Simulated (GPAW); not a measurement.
## GaP (F-43m): refractive index against wavelength

The refractive index of GaP (F-43m) below the direct gap (2.02 eV on the mesh) is read from one computed spectrum, n = √(Re ε).

Cell: a, b, c = 3.854, 3.854, 3.854 Å (primitive vectors), 2 atoms.

Method: GPAW 26.7.0, RPBE, RPA, k-mesh 16×16×16, local fields up to 50 eV, Lorentzian half width 0.1 eV.

Launch of the response step: `OMP_NUM_THREADS=1 python df.py`. The run took 35 s, its band step included, on 1 thread of Arm Neoverse V2, on a shared host.

| wavelength (nm) | photon energy E (eV) | n |
| --- | --- | --- |
| 3000 | 0.413 | 3.0506 |
| 2000 | 0.620 | 3.0673 |
| 1550 | 0.800 | 3.0880 |
| 1310 | 0.946 | 3.1094 |
| 1064 | 1.165 | ? |

In the single-oscillator model n² − 1 = E₀E_d/(E₀² − E²), so 1/(n² − 1) = E₀/E_d − E²/(E₀E_d) is linear in E².

Working, on the rows shown:

| x = E² (eV²) | y = 1/(n² − 1) |
| --- | --- |
| 0.170801 | 0.120393 |
| 0.384302 | 0.11893 |
| 0.639837 | 0.117154 |
| 0.895757 | 0.115362 |

Means: x̄ = 0.52267, ȳ = 0.11796. Σ(x − x̄)(y − ȳ) = -0.002054, Σ(x − x̄)² = 0.2959. Slope = -0.002054 / 0.2959 = -0.006941; intercept = ȳ − slope · x̄ = 0.12159. Turned back into n, the line misses the rows shown by at most 0.00011.

**Question.** Fill in the last column of the withheld row.

**Answer.** At x = 1.3578 the line gives y = 0.11216, that is 3.1489. The run gave 3.1503, so the extrapolation is off by 0.0014, 1.4 % of the range in the table.

Refitted with all rows, the slope is -0.007027 and the intercept 0.12163. These give E₀ = √(intercept/−slope) = 4.16 eV and E_d = E₀/intercept = 34.2 eV; E₀ is 2.1 times the direct gap. The electronic limit at long wavelengths, without lattice vibrations, is n = √(1 + 1/intercept) = 3.037. Excitons are left out; RPBE gaps are as a rule too small. The values come from a sum over the points of one k-mesh and carry its error, which grows as the direct gap shrinks. Spin-orbit coupling is left out.
